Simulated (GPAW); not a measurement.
# STM contrast on TiSi2P4 monolayer, part 2 of 2

What would a tunnelling microscope show on TiSi2P4 monolayer?

GPAW 26.7.0; GPAW, PAW setups; layer in a repeated cell with vacuum, relaxation of atoms and in-plane cell (the session's first sound run).

So far. Step 2 (Relaxing the atoms): The relaxation lowered the energy of the cell by 2.00 eV (energies extrapolated to zero smearing; the optimiser's log prints free energies). The largest force left on a free atom is 0.0013 eV/Å.

## (3) Plane waves, PBE (continued)

Tip height over the top atom over a1 and a2. Sample bias 1.5 V, constant current at the mean current 4.0 Å over the top atom.

Values in Å, 12 rows by 16 columns, each cell a mean:
```
4.06 4.06 4.05 4.03 4.01 3.99 3.98 3.98 3.98 3.99 4.00 4.02 4.04 4.05 4.06 4.06
4.06 4.05 4.03 4.02 4.00 3.98 3.97 3.97 3.97 3.99 4.01 4.02 4.04 4.05 4.05 4.05
4.04 4.02 4.01 3.99 3.97 3.96 3.95 3.95 3.97 3.99 4.01 4.02 4.03 4.04 4.04 4.04
4.01 4.00 3.98 3.97 3.95 3.95 3.95 3.95 3.97 3.99 4.00 4.01 4.02 4.02 4.02 4.02
3.99 3.98 3.97 3.96 3.95 3.95 3.96 3.96 3.98 3.99 3.99 3.99 3.99 3.99 3.99 3.99
3.98 3.98 3.97 3.96 3.96 3.96 3.97 3.97 3.98 3.97 3.97 3.96 3.96 3.96 3.97 3.97
3.99 3.99 3.99 4.00 3.99 3.99 3.99 3.99 3.97 3.96 3.95 3.94 3.94 3.95 3.96 3.97
4.00 4.00 4.01 4.02 4.01 4.00 4.00 3.98 3.96 3.95 3.94 3.93 3.94 3.95 3.97 3.99
4.03 4.04 4.04 4.04 4.03 4.02 4.00 3.98 3.95 3.94 3.94 3.94 3.95 3.98 4.00 4.01
4.05 4.05 4.05 4.05 4.04 4.02 4.01 3.98 3.96 3.95 3.95 3.96 3.98 4.01 4.02 4.04
4.06 4.06 4.05 4.05 4.04 4.02 4.00 3.98 3.97 3.97 3.97 3.99 4.01 4.03 4.04 4.05
4.06 4.06 4.06 4.05 4.03 4.01 4.00 3.99 3.98 3.98 3.99 4.01 4.03 4.05 4.05 4.06
```
Columns: a1 from 0 to 0.944; rows upwards: a2 from 0 to 0.944.

Local density of states summed over the bias window over a1 and a2. Sample bias 1.5 V, constant height 4.0 Å over the top atom.

Ten even steps from '_' (1.13 × 1e-6 arbitrary) to '@' (1.57 × 1e-6 arbitrary):
```
@@%%%%##**====--------====**##%%%%@@
%%%%##**++==--::::::--==++**##%%%%%%
%%##**++==--::::::::--==++**##%%####
##**++==--::......::--==++**########
++====--::........::--====++********
====--::..........::--======++++++==
==--::::........::::--==============
----::::......::::--------::--::----
----::::::::::::----::::........::::
------------------::::..______..::::
================--::..________..::--
====++++++======--..__________..--==
++********++====::..________..::====
##########**++==--..______..--==++**
%%%%%%%%##**++==::........::==++**##
%%%%%%####**++==--::::::--==++**####
@@@@%%####**====--::::--====**####%%
@@@@%%%%##++====------====++##%%%%@@
```
Columns: a1 from 0 to 0.944; rows upwards: a2 from 0 to 0.944.

The potential is flat to 4.8e-5 eV/Å where it is read, so the vacuum is wide enough.

## (4) A changed run

One more run, with changed settings.

run.py

```python
import json
import numpy as np
from ase import Atoms
from gpaw import GPAW, PW

slab = Atoms(
    ['P', 'Si', 'P', 'Ti', 'P', 'Si', 'P'],
    positions=[
        [-0.00000, -0.00000, 7.00000],
        [-0.00000, 2.05335, 8.00422],
        [-0.00000, 2.05335, 10.26491],
        [-0.00000, 0.00000, 11.68577],
        [-0.00000, 2.05335, 13.10663],
        [-0.00000, 2.05335, 15.36733],
        [-0.00000, -0.00000, 16.37154]],
    cell=[[3.5565, 0.0, 0.0], [-1.77825, 3.08002, 0.0], [0.0, 0.0, 23.3715]],
    pbc=[True, True, False])

slab.calc = GPAW(mode=PW(400), xc='PBE', kpts={'size': (9, 9, 1), 'gamma': True},
                 occupations={'name': 'fermi-dirac', 'width': 0.05}, nbands='200%',
                 convergence={'density': 1e-05}, maxiter=3,
                 poissonsolver={'dipolelayer': 'xy'},
                 symmetry={'tolerance': 1e-3}, txt='slab.txt')
result = {}
energy = slab.get_potential_energy()
fermi = slab.calc.get_fermi_level()
v = slab.calc.get_electrostatic_potential().mean((0, 1)) - fermi
n = slab.calc.get_pseudo_density().mean((0, 1))
L = slab.cell[2, 2]
z = np.arange(len(v)) * L / len(v)
low, high = slab.positions[:, 2].min(), slab.positions[:, 2].max()
below, above = np.interp([low - 4.8, high + 4.8], z, v)
slopes = [np.interp(x, z, np.gradient(v, z)) for x in (low - 4.8, high + 4.8)]
eps = np.array([[slab.calc.get_eigenvalues(k, s) for k in range(len(slab.calc.get_ibz_k_points()))]
                for s in range(slab.calc.get_number_of_spins())]) - fermi
top, bottom = eps[eps < 0].max(), eps[eps > 0].min()
dipole = slab.get_dipole_moment()[2]
print(f'energy {energy:.4f} eV, Fermi level {fermi:.4f} eV, dipole {dipole:.5f} e A')
print(f'potential 4.8 A off the faces, from the Fermi level: lower {below:.4f} eV, upper {above:.4f} eV')
print(f'slope of the potential there: lower {slopes[0]:.5f}, upper {slopes[1]:.5f} eV/A')
print(f'nearest levels on the mesh: {top:.4f} and {bottom:.4f} eV')
print('magnetic moment', round(slab.get_magnetic_moment(), 3))
result.update(energy=energy, fermi=fermi, dipole=dipole, below=below, above=above, slopes=slopes, edges=[top, bottom],
              z=z.tolist(), v=v.tolist(), n=n.tolist(), positions=slab.positions.tolist(),
              forces=slab.get_forces(apply_constraint=False).tolist(), moments=slab.get_magnetic_moments().tolist())
json.dump(result, open('result.json', 'w'))
```

The run is started by

```sh
OMP_NUM_THREADS=1 OPENBLAS_NUM_THREADS=1 python run.py
```

The job ended after 11 s (1 thread of Intel Xeon Platinum 8488C (Sapphire Rapids), shared host; peak memory 0.24 GiB).

The fault put into the input: too few SCF iterations (maxiter = 3).

## (5) Summary of results

- work function, upper and lower face: 5.549 and 5.562 eV
- dipole along the normal: 7.8e-4 e Å
- corrugation at -2 V: 0.260 Å
- corrugation at -1 V: 0.209 Å
- corrugation at 1.5 V: 0.134 Å

**Reading.** The corrugation at constant current is largest at -2 V, where the tip height varies by 0.26 Å over the cell. Negative sample bias images filled states, positive bias empty ones. The images are of Tersoff-Hamann type: an s-wave tip, no tip-sample forces, heights closer than in a microscope. The small printed dipole stands for a step of -13 meV from the lower to the upper face, and the probes find -13 meV; values this small are near the numerical noise of both. The runs had no spin polarisation, so a magnetic state, which thin layers of d-metal atoms can have, wasn't tested. The layer's cell and atoms come from the relaxation; spin-orbit coupling and temperature are left out.

[Logs are printed without paths, hosts, clocks, repeated set-up lines and the standing remarks that a program may print on its own settings, such as how far it seeks lower states.]

[Hosts, paths, dates, database ids (printed as entryN), source tags and the programs' standing remarks are cut or masked in the printed files.]
